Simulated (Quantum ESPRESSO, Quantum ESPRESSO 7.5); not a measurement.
# Tuning the work function of Ni(111)

Aim: how a monolayer of each of several elements shifts the work function of Ni(111).

Method: plane-wave DFT, PBE, GBRV ultrasoft pseudopotentials, in Quantum ESPRESSO 7.5.

The experiments to compare with:

“Anisotropic work function of elemental crystals” (2019, arxiv:1902.07811) quotes from earlier work for Ni (clean (111) face): work function (clean (111) face) 5.36 eV.

Most raw output is cut from this account.

**1. The structure**

The cell holds 5 atoms: 5 Ni. Its edges and angles: a = 2.489 Å, b = 2.489 Å, c = 24.129 Å, α = 90.0°, β = 90.0°, γ = 60.0°. It derives from Ni. Vacuum lies along c.

This is the clean slab. Each overlayer is one atom a surface cell, set on the top site and held there by symmetry.

**2. Relaxation with pw.x, clean face, with nosym = False**

A first try, with the settings that serve most slabs.

Input file clean.relax.try.in:

```
&control
  prefix = 'clean.relax'
  outdir = './out'
  pseudo_dir = './pseudo'
  nstep = 40
  forc_conv_thr = 0.001
  calculation = 'relax'
/
&system
  ibrav = 0
  nat = 5
  ntyp = 1
  ecutwfc = 40
  ecutrho = 200
  occupations = 'smearing'
  smearing = 'mv'
  degauss = 0.02
  nspin = 2
  starting_magnetization(1) = 0.12
/
&electrons
  conv_thr = 1e-07
  mixing_beta = 0.4
  electron_maxstep = 120
  mixing_mode = 'local-TF'
/
&ions
/
ATOMIC_SPECIES
  Ni  58.6934  ni_pbe_v1.4.uspp.F.UPF
CELL_PARAMETERS angstrom
  2.48901586977665 0.00000000000000 0.00000000000000
  1.24450793488832 2.15555097364920 0.00000000000000
  0.00000000000000 0.00000000000000 24.12909179018993
ATOMIC_POSITIONS crystal
  Ni  0.666666666700 0.666666666700 0.331549984125 0 0 0
  Ni  0.000000000000 0.000000000000 0.415774992063 0 0 0
  Ni  0.333333333300 0.333333333300 0.500000000000 0 0 0
  Ni  0.666666666700 0.666666666700 0.584225007937
  Ni  0.000000000000 0.000000000000 0.668450015875
K_POINTS automatic
  12 12 1 0 0 0
```

Run with:

```console
> OMP_NUM_THREADS=1 mpirun -n 8 pw.x -nk 8 -in clean.relax.try.in > clean.relax.try.out
```

The job ended after 70 s (8 MPI ranks of AMD EPYC 7R43, shared host; peak memory 0.98 GiB).

This try failed: “checkallsym (1): some of the original symmetry operations not satisfied”.

The message: “checkallsym (1): some of the original symmetry operations not satisfied”. The slab starts symmetric, and holding atoms on one side alone breaks that symmetry at the first step; without symmetry the check falls away, at the price of more k points.

**3. Relaxation with pw.x, clean face**

The run is repeated without symmetry.

The upper layers and the overlayer are relaxed in a plain periodic cell; the small field of the images is left in for this step. Atoms flagged 0 0 0 are held.

clean.relax.in, as its differences from the input of step 2:

```diff
@@ -17,2 +17,3 @@
   degauss = 0.02
+  nosym = .true.
   nspin = 2
```

Run with:

```console
> OMP_NUM_THREADS=1 mpirun -n 8 pw.x -nk 8 -in clean.relax.in > clean.relax.out
```

Elapsed: 21 min, on 8 MPI ranks; peak memory 1.3 GiB; 2.9 h of CPU time.

The steps of the relaxation:

```csv
step,energy less that of the first step (eV),largest force (eV/Å)
1,0.0000,0.1659
2,-0.0009,0.1429
3,-0.0015,0.1086
4,-0.0021,0.0637
5,-0.0023,0.0515
6,-0.0023,0.0506
7,-0.0024,0.0490
8,-0.0025,0.0403
9,-0.0027,0.0292
10,-0.0028,0.0080
```

The atoms that moved most (Å):

```
atom     dx     dy      dz  length
 Ni5  0.000  0.000  -0.033   0.033
```

 On the free atoms the largest force ends at 0.008 eV/Å.

Numbers from this step:

- free energy: -23351.3583 eV
- Fermi energy: 4.656 eV
- magnetization: 3.57 μB
- absolute magnetization: 4.14 μB
- site moments: 0.7712, 0.7719, 0.7299, 0.7714, 0.7717 μB

**4. Self-consistent run, clean face**

The effective screening medium with bc1 puts vacuum on both sides and removes the images along the normal. The slab must sit about z = 0, symmetry is kept, and the .esm1 file holds the planar potential.

Input file clean.esm.in:

```
&control
  prefix = 'clean.esm'
  outdir = './out'
  pseudo_dir = './pseudo'
  calculation = 'scf'
  tprnfor = .true.
/
&system
  ibrav = 0
  nat = 5
  ntyp = 1
  ecutwfc = 40
  ecutrho = 200
  occupations = 'smearing'
  smearing = 'mv'
  degauss = 0.02
  assume_isolated = 'esm'
  esm_bc = 'bc1'
  nspin = 2
  starting_magnetization(1) = 0.12
/
&electrons
  conv_thr = 1e-07
  mixing_beta = 0.4
  electron_maxstep = 120
  mixing_mode = 'local-TF'
/
ATOMIC_SPECIES
  Ni  58.6934  ni_pbe_v1.4.uspp.F.UPF
CELL_PARAMETERS angstrom
  2.48901586977665 0.00000000000000 0.00000000000000
  1.24450793488832 2.15555097364920 0.00000000000000
  0.00000000000000 0.00000000000000 24.12909179018993
ATOMIC_POSITIONS crystal
  Ni  0.666666666700 0.666666666700 -0.167771155000
  Ni  0.000000000000 0.000000000000 -0.083546147000
  Ni  0.333333333300 0.333333333300 0.000678860900
  Ni  0.666666768000 0.666666623600 0.084831150400
  Ni  0.000000050200 0.000000146600 0.167771155000
K_POINTS automatic
  12 12 1 0 0 0
```

Run with:

```console
> OMP_NUM_THREADS=1 mpirun -n 8 pw.x -nk 8 -in clean.esm.in > clean.esm.out
```

Wall time 1.7 min (8 MPI ranks); peak memory 0.98 GiB; 14 min of CPU time.

Numbers from this step:

```
free energy                                                    : -23351.3584 eV
Fermi energy                                                   : -5.041 eV
site moments                                                   : 0.7712, 0.7719, 0.7298, 0.7714, 0.7716 μB
vacuum line at the lower end of the cell, over the Fermi level : 5.032 eV
vacuum line at the upper end of the cell, over the Fermi level : 5.049 eV
```

Electrostatic potential energy of an electron; zero at the Fermi level. Table of potential energy, planar mean by z:

```
z (Å)  potential energy, planar mean (eV)
-12.0                                5.03
-11.5                                5.03
-11.0                                5.03
-10.5                                5.03
-10.0                                5.03
 -9.5                                5.03
 -9.0                                5.03
 -8.5                                5.03
 -8.0                                5.03
 -7.5                                5.03
 -7.0                                5.01
 -6.5                                4.95
 -6.0                                4.74
 -5.5                                3.96
 -5.0                                1.03
 -4.5                               -11.4
 -4.0                               -25.0
 -3.5                               -7.68
 -3.0                              -0.370
 -2.5                               -10.3
 -2.0                               -25.4
 -1.5                               -9.06
 -1.0                              -0.389
 -0.5                               -9.02
  0.0                               -25.4
  0.5                               -10.3
  1.0                              -0.436
  1.5                               -7.90
  2.0                               -25.2
  2.5                               -11.6
  3.0                              -0.655
  3.5                               -7.71
  4.0                               -25.0
  4.5                               -11.4
  5.0                                1.04
  5.5                                3.97
  6.0                                4.76
  6.5                                4.97
  7.0                                5.03
  7.5                                5.04
  8.0                                5.05
  8.5                                5.05
  9.0                                5.05
  9.5                                5.05
 10.0                                5.05
 10.5                                5.05
 11.0                                5.05
 11.5                                5.05
```

The vacuum levels are read from the outermost 0.7 Å of the cell on either side.

The run needed 41 iterations to bring the estimated error under 1e-07 Ry; the largest force on any atom, held or free, is 0.17 eV/Å. The cell keeps a moment of 3.6 μB.

Inside the slab this potential holds the local part of the pseudopotentials, which can be repulsive at the nuclei; only its value in the vacuum has a meaning of its own.

**5. Projected density of states, clean face**

projwfc.x splits the states by atom and orbital; the spilling says how much the atomic basis misses.

Input file clean.pdos.in:

```
&projwfc
  prefix = 'clean.esm'
  outdir = './out'
  filpdos = 'clean.pdos'
  Emin = -13.041
  Emax = -1.041
  DeltaE = 0.1
  ngauss = 0
  degauss = 0.01
/
```

Run with:

```console
> OMP_NUM_THREADS=1 mpirun -n 8 projwfc.x -in clean.pdos.in > clean.pdos.out
```

The job ended after 3.3 s (8 MPI ranks; peak memory 0.42 GiB).

Numbers from this step:

- spilling of the projection: 0.0021

Projected DOS an atom, spin up over height of the atomic layer and energy from the Fermi level. Columns are the atomic layers from the bottom up.

Ten even steps from '_' (0.02 states/eV) to '@' (2.03 states/eV), each cell a mean:
```
__________
__________
__________
__________
::..::..::
@@%%%%%%@@
%%******%%
##++**==##
@@******@@
****##****
==++++==--
--==--==--
--++++++--
..--::--..
__........
__________
__________
__________
__________
__________
__________
__________
```
Columns: height of the atomic layer (Å) from -4.05 to 4.05; rows upwards: energy from the Fermi level (eV) from -8.00 to 1.50.

Projected DOS an atom, spin dn over height of the atomic layer and energy from the Fermi level. Columns are the atomic layers from the bottom up.

Ten even steps from '_' (0.03 states/eV) to '@' (1.74 states/eV), each cell a mean:
```
..______..
..______..
----------
@@@@%%@@@@
%%******%%
##++##++##
@@**++**@@
@@##%%##@@
==++**++==
==========
::======--
::======::
..::::::..
....::::..
__________
__________
__________
__________
__________
__________
__________
__________
```
Columns: height of the atomic layer (Å) from -4.05 to 4.05; rows upwards: energy from the Fermi level (eV) from -8.00 to 1.50.

The atomic orbitals miss 0.2 % of the occupied states; for empty states the projections can miss much more.

**6. Relaxing the ions, F overlayer**

System of this step: Ni(111), 5 layers, one monolayer of F on top sites. The cell holds 6 atoms: 5 Ni and 1 F. Cell: a = 2.489 Å, b = 2.489 Å, c = 27.129 Å, α = 90.0°, β = 90.0°, γ = 60.0°. It derives from Ni. Vacuum lies along c.

Input file F.relax.in:

```
&control
  prefix = 'F.relax'
  outdir = './out'
  pseudo_dir = './pseudo'
  nstep = 40
  forc_conv_thr = 0.001
  calculation = 'relax'
/
&system
  ibrav = 0
  nat = 6
  ntyp = 2
  ecutwfc = 40
  ecutrho = 200
  occupations = 'smearing'
  smearing = 'mv'
  degauss = 0.02
  nspin = 2
  starting_magnetization(1) = 0.12
/
&electrons
  conv_thr = 1e-07
  mixing_beta = 0.4
  electron_maxstep = 120
  mixing_mode = 'local-TF'
/
&ions
/
ATOMIC_SPECIES
  Ni  58.6934  ni_pbe_v1.4.uspp.F.UPF
  F   18.9984  f_pbe_v1.4.uspp.F.UPF
CELL_PARAMETERS angstrom
  2.48901586977665 0.00000000000000 0.00000000000000
  1.24450793488832 2.15555097364920 0.00000000000000
  0.00000000000000 0.00000000000000 27.12909179018993
ATOMIC_POSITIONS crystal
  Ni  0.666666666700 0.666666666700 0.305944631844 0 0 0
  Ni  0.000000000000 0.000000000000 0.380855836511 0 0 0
  Ni  0.333333333300 0.333333333300 0.455767041179 0 0 0
  Ni  0.666666666700 0.666666666700 0.530678245847
  Ni  0.000000000000 0.000000000000 0.605589450515
  F   0.000000000000 0.000000000000 0.672307496736
K_POINTS automatic
  12 12 1 0 0 0
```

Run with:

```console
> OMP_NUM_THREADS=1 mpirun -n 8 pw.x -nk 8 -in F.relax.in > F.relax.out
```

Elapsed: 12 min, on 8 MPI ranks; peak memory 1.1 GiB; 1.5 h of CPU time.

The steps of the relaxation:

```csv
step,energy less that of the first step (eV),largest force (eV/Å)
1,0.0000,1.0406
2,-0.0276,0.4346
3,-0.0320,0.2069
4,-0.0330,0.1402
5,-0.0338,0.1027
6,-0.0345,0.0465
7,-0.0347,0.0457
8,-0.0348,0.0537
9,-0.0349,0.0550
10,-0.0351,0.0566
11,-0.0354,0.0497
12,-0.0357,0.0346
13,-0.0358,0.0044
```

The atoms that moved most (Å):

| atom | dx | dy | dz | length |
| --- | --- | --- | --- | --- |
| F6 | 0.000 | 0.000 | -0.075 | 0.075 |
| Ni5 | 0.000 | 0.000 | -0.013 | 0.013 |
| Ni4 | 0.000 | 0.000 | 0.007 | 0.007 |

The relaxation lowers the energy by 6 meV an atom. On the free atoms the largest force ends at 0.004 eV/Å.

This step gave:

```
free energy            : -24012.2807 eV
Fermi energy           : 2.807 eV
magnetization          : -4.2 μB
absolute magnetization : 4.77 μB
site moments           : -0.7321, -0.7318, -0.6991, -0.6926, -1.060, -0.3387 μB
```

**7. SCF with pw.x, F overlayer, with startingpot = atomic**

Input file F.esm.try.in:

```
&control
  prefix = 'F.esm'
  outdir = './out'
  pseudo_dir = './pseudo'
  calculation = 'scf'
  tprnfor = .true.
/
&system
  ibrav = 0
  nat = 6
  ntyp = 2
  ecutwfc = 40
  ecutrho = 200
  occupations = 'smearing'
  smearing = 'mv'
  degauss = 0.02
  assume_isolated = 'esm'
  esm_bc = 'bc1'
  nspin = 2
  starting_magnetization(1) = 0.12
/
&electrons
  conv_thr = 1e-07
  mixing_beta = 0.4
  electron_maxstep = 120
  mixing_mode = 'local-TF'
/
ATOMIC_SPECIES
  Ni  58.6934  ni_pbe_v1.4.uspp.F.UPF
  F   18.9984  f_pbe_v1.4.uspp.F.UPF
CELL_PARAMETERS angstrom
  2.48901586977665 0.00000000000000 0.00000000000000
  1.24450793488832 2.15555097364920 0.00000000000000
  0.00000000000000 0.00000000000000 27.12909179018993
ATOMIC_POSITIONS crystal
  Ni  0.666666666700 0.666666666700 -0.181793480900
  Ni  0.000000000000 0.000000000000 -0.106882276200
  Ni  0.333333333300 0.333333333300 -0.031971071500
  Ni  0.666666666700 0.666666666700 0.043201603600
  Ni  0.000000000000 0.000000000000 0.117370569800
  F   0.000000000000 0.000000000000 0.181793480900
K_POINTS automatic
  12 12 1 0 0 0
```

Run with:

```console
> OMP_NUM_THREADS=1 mpirun -n 8 pw.x -nk 8 -in F.esm.try.in > F.esm.try.out
```

The job ended after 9.8 min (8 MPI ranks; peak memory 1.1 GiB).

The run ended without convergence. The estimated SCF accuracy went from 9.68e+03 Ry in the first cycle kept to 10.5 Ry at best and 19.3 Ry in the last.

From atomic densities this run did not converge under open boundaries; a start from the density of a periodic run is one way round.

**8. Self-consistent run, F overlayer**

A plain periodic run, loosely converged, makes a sound starting density. Its levels are not used.

F.esm.pre.in, as its differences from the input of step 7:

```diff
@@ -1,3 +1,3 @@
 &control
-  prefix = 'F.esm'
+  prefix = 'F.esm.pre'
   outdir = './out'
@@ -16,4 +16,2 @@
   degauss = 0.02
-  assume_isolated = 'esm'
-  esm_bc = 'bc1'
   nspin = 2
@@ -22,3 +20,3 @@
 &electrons
-  conv_thr = 1e-07
+  conv_thr = 1e-05
   mixing_beta = 0.4
```

Run with:

```console
> OMP_NUM_THREADS=1 mpirun -n 8 pw.x -nk 8 -in F.esm.pre.in > F.esm.pre.out
```

It took 97 s on 8 MPI ranks; peak memory 1.1 GiB; 13 min of CPU time.

Read from the output:

* Fermi energy: 2.804 eV
* site moments: -0.7325, -0.732, -0.6997, -0.6934, -1.06, -0.3387 μB

**9. Ground state, F overlayer**

The run with open boundaries is repeated, now from the density of the periodic run.

F.esm.in, as its differences from the input of step 8:

```diff
@@ -1,3 +1,3 @@
 &control
-  prefix = 'F.esm.pre'
+  prefix = 'F.esm'
   outdir = './out'
@@ -16,2 +16,4 @@
   degauss = 0.02
+  assume_isolated = 'esm'
+  esm_bc = 'bc1'
   nspin = 2
@@ -20,3 +22,3 @@
 &electrons
-  conv_thr = 1e-05
+  conv_thr = 1e-07
   mixing_beta = 0.4
@@ -24,2 +26,3 @@
   mixing_mode = 'local-TF'
+  startingpot = 'file'
 /
```

Run with:

```console
> cp -r out/F.esm.pre.save out/F.esm.save
> OMP_NUM_THREADS=1 mpirun -n 8 pw.x -nk 8 -in F.esm.in > F.esm.out
```

Elapsed: 1.7 min, on 8 MPI ranks; peak memory 1.1 GiB.

Read from the output:

```
free energy                                                    : -24012.2626 eV
Fermi energy                                                   : -7.209 eV
magnetization                                                  : -4.21 μB
site moments                                                   : -0.7303, -0.7313, -0.6995, -0.6923, -1.061, -0.3457 μB
vacuum line at the lower end of the cell, over the Fermi level : 5.051 eV
vacuum line at the upper end of the cell, over the Fermi level : 9.368 eV
```

The potential energy, planar mean oscillates, so the rows of the table below give means over windows of 2.04 Å about each position, cut where the curve ends. Its maxima inside the range that stand out by 2 % of the span (Å: eV): -4.0: -0.304, -1.9: -0.395, 0.1: -0.326, 2.1: -0.641, 4.3: 2.48. Its minima: -5.0: -25.2, -2.9: -25.3, -0.9: -25.3, 1.1: -25.2, 3.2: -25.5, 4.9: -5.83.

Electrostatic potential energy of an electron; zero at the Fermi level. Potential energy, planar mean against z; means over each step:

z (Å), potential energy, planar mean (eV) and a bar from the least value:
```
   -12.54        5.1 ########################
   -10.50        5.1 ########################
    -8.46        5.0 ########################
    -6.42        2.3 ####################
    -4.38      -10.9 
    -2.34      -11.0 
    -0.30      -10.9 
     1.74      -11.2 
     3.78       -9.6 ##
     5.82        5.3 ########################
     7.86        9.4 ##############################
     9.90        9.4 ##############################
    11.94        9.4 ##############################
```

The covered face stands at 9.37 eV against 5.05 eV when clean.

Inside the slab this potential holds the local part of the pseudopotentials, which can be repulsive at the nuclei; only its value in the vacuum has a meaning of its own.

**10. Projections on atomic orbitals, F overlayer**

Input file F.pdos.in:

```
&projwfc
  prefix = 'F.esm'
  outdir = './out'
  filpdos = 'F.pdos'
  Emin = -15.209
  Emax = -3.209
  DeltaE = 0.1
  ngauss = 0
  degauss = 0.01
/
```

Run with:

```console
> OMP_NUM_THREADS=1 mpirun -n 8 projwfc.x -in F.pdos.in > F.pdos.out
```

Wall time 3.5 s (8 MPI ranks); peak memory 0.44 GiB.

This step gave:

```
spilling of the projection : 0.0019
```

Projected DOS an atom, spin up over height of the atomic layer and energy from the Fermi level. Columns are the atomic layers from the bottom up.

Ten even steps from '_' (0.00 states/eV) to '@' (1.81 states/eV), each cell a mean:
```
..__________
......::--__
====++==**::
@@%%##**##::
%%******++::
##++****++::
@@##**##++::
%%**####++::
==++****++::
========--..
::======--..
::==----==..
..--::::==++
__....::--++
______......
____________
____________
____________
____________
____________
____________
____________
```
Columns: height of the atomic layer (Å) from -4.93 to 4.93 (not evenly spaced); rows upwards: energy from the Fermi level (eV) from -8.00 to 1.40.

Projected DOS an atom, spin dn over height of the atomic layer and energy from the Fermi level. Columns are the atomic layers from the bottom up.

Values in states/eV, 22 rows by 6 columns, each cell a mean:
```
0.18 0.15 0.10 0.15 0.09 0.01
0.26 0.19 0.26 0.23 0.13 0.03
0.08 0.05 0.07 0.07 0.04 0.01
0.27 0.22 0.21 0.26 0.17 0.05
0.67 0.66 0.73 0.71 0.86 0.43
2.10 1.81 1.70 1.57 1.18 0.71
1.71 1.26 1.42 1.38 1.23 0.63
1.50 1.05 1.01 1.21 1.07 0.50
2.08 1.53 1.51 1.48 0.97 0.41
1.10 1.28 1.34 1.32 1.09 0.32
0.84 0.99 1.09 1.02 1.30 0.49
0.65 0.93 0.79 0.94 0.87 0.36
0.62 1.07 0.97 0.84 0.78 0.29
0.31 0.66 0.62 0.54 0.88 0.40
0.20 0.37 0.36 0.37 1.01 1.15
0.11 0.15 0.17 0.28 0.61 0.70
0.07 0.11 0.08 0.10 0.11 0.08
0.06 0.10 0.12 0.11 0.08 0.02
0.06 0.07 0.05 0.06 0.06 0.02
0.03 0.06 0.05 0.06 0.04 0.01
0.03 0.06 0.06 0.06 0.04 0.00
0.03 0.05 0.05 0.05 0.03 0.00
```
Columns: height of the atomic layer (Å) from -4.93 to 4.93 (not evenly spaced); rows upwards: energy from the Fermi level (eV) from -8.00 to 1.40.

The atomic orbitals miss 0.2 % of the occupied states; for empty states the projections can miss much more.

**11. Relaxing the ions, Cl overlayer**

System of this step: Ni(111), 5 layers, one monolayer of Cl on top sites. The cell holds 6 atoms: 5 Ni and 1 Cl. Cell: a = 2.489 Å, b = 2.489 Å, c = 27.129 Å, α = 90.0°, β = 90.0°, γ = 60.0°. It derives from Ni. Vacuum lies along c.

Input file Cl.relax.in:

```
&control
  prefix = 'Cl.relax'
  outdir = './out'
  pseudo_dir = './pseudo'
  nstep = 40
  forc_conv_thr = 0.001
  calculation = 'relax'
/
&system
  ibrav = 0
  nat = 6
  ntyp = 2
  ecutwfc = 40
  ecutrho = 200
  occupations = 'smearing'
  smearing = 'mv'
  degauss = 0.02
  nspin = 2
  starting_magnetization(1) = 0.12
/
&electrons
  conv_thr = 1e-07
  mixing_beta = 0.4
  electron_maxstep = 120
  mixing_mode = 'local-TF'
/
&ions
/
ATOMIC_SPECIES
  Ni  58.6934  ni_pbe_v1.4.uspp.F.UPF
  Cl  35.4500  cl_pbe_v1.4.uspp.F.UPF
CELL_PARAMETERS angstrom
  2.48901586977665 0.00000000000000 0.00000000000000
  1.24450793488832 2.15555097364920 0.00000000000000
  0.00000000000000 0.00000000000000 27.12909179018993
ATOMIC_POSITIONS crystal
  Ni  0.666666666700 0.666666666700 0.305944631844 0 0 0
  Ni  0.000000000000 0.000000000000 0.380855836511 0 0 0
  Ni  0.333333333300 0.333333333300 0.455767041179 0 0 0
  Ni  0.666666666700 0.666666666700 0.530678245847
  Ni  0.000000000000 0.000000000000 0.605589450515
  Cl  0.000000000000 0.000000000000 0.688894856294
K_POINTS automatic
  12 12 1 0 0 0
```

Run with:

```console
> OMP_NUM_THREADS=1 mpirun -n 8 pw.x -nk 8 -in Cl.relax.in > Cl.relax.out
```

The job ended after 4 min (8 MPI ranks; peak memory 1.1 GiB).

The steps of the relaxation:

```
step  energy less that of the first step (eV)  largest force (eV/Å)
   1                                   0.0000                0.1917
   2                                  -0.0011                0.1449
   3                                  -0.0018                0.0883
   4                                  -0.0021                0.0194
```

The atoms that moved most (Å):

| atom | dx | dy | dz | length |
| --- | --- | --- | --- | --- |
| Ni5 | 0.000 | 0.000 | -0.014 | 0.014 |
| Ni4 | 0.000 | 0.000 | 0.009 | 0.009 |

 On the free atoms the largest force ends at 0.019 eV/Å.

This step gave:

* free energy: -23803.5772 eV
* Fermi energy: 5.184 eV
* magnetization: -3.7 μB
* absolute magnetization: 4.27 μB
* site moments: -0.7798, -0.7798, -0.7332, -0.7677, -0.8274, -0.0622 μB

[end of part 1 of 3]

[Logs are printed without paths, hosts, clocks, repeated set-up lines and the standing remarks that a program may print on its own settings, such as how far it seeks lower states.]

[Hosts, paths, dates, database ids (printed as entryN), source tags and the programs' standing remarks are cut or masked in the printed files.]

[Maps of the electrostatic potential energy from Ansatz leave out the sawtooth potential of an applied field or a dipole correction, so their vacuum need not be flat; planar profiles and work functions include it.]
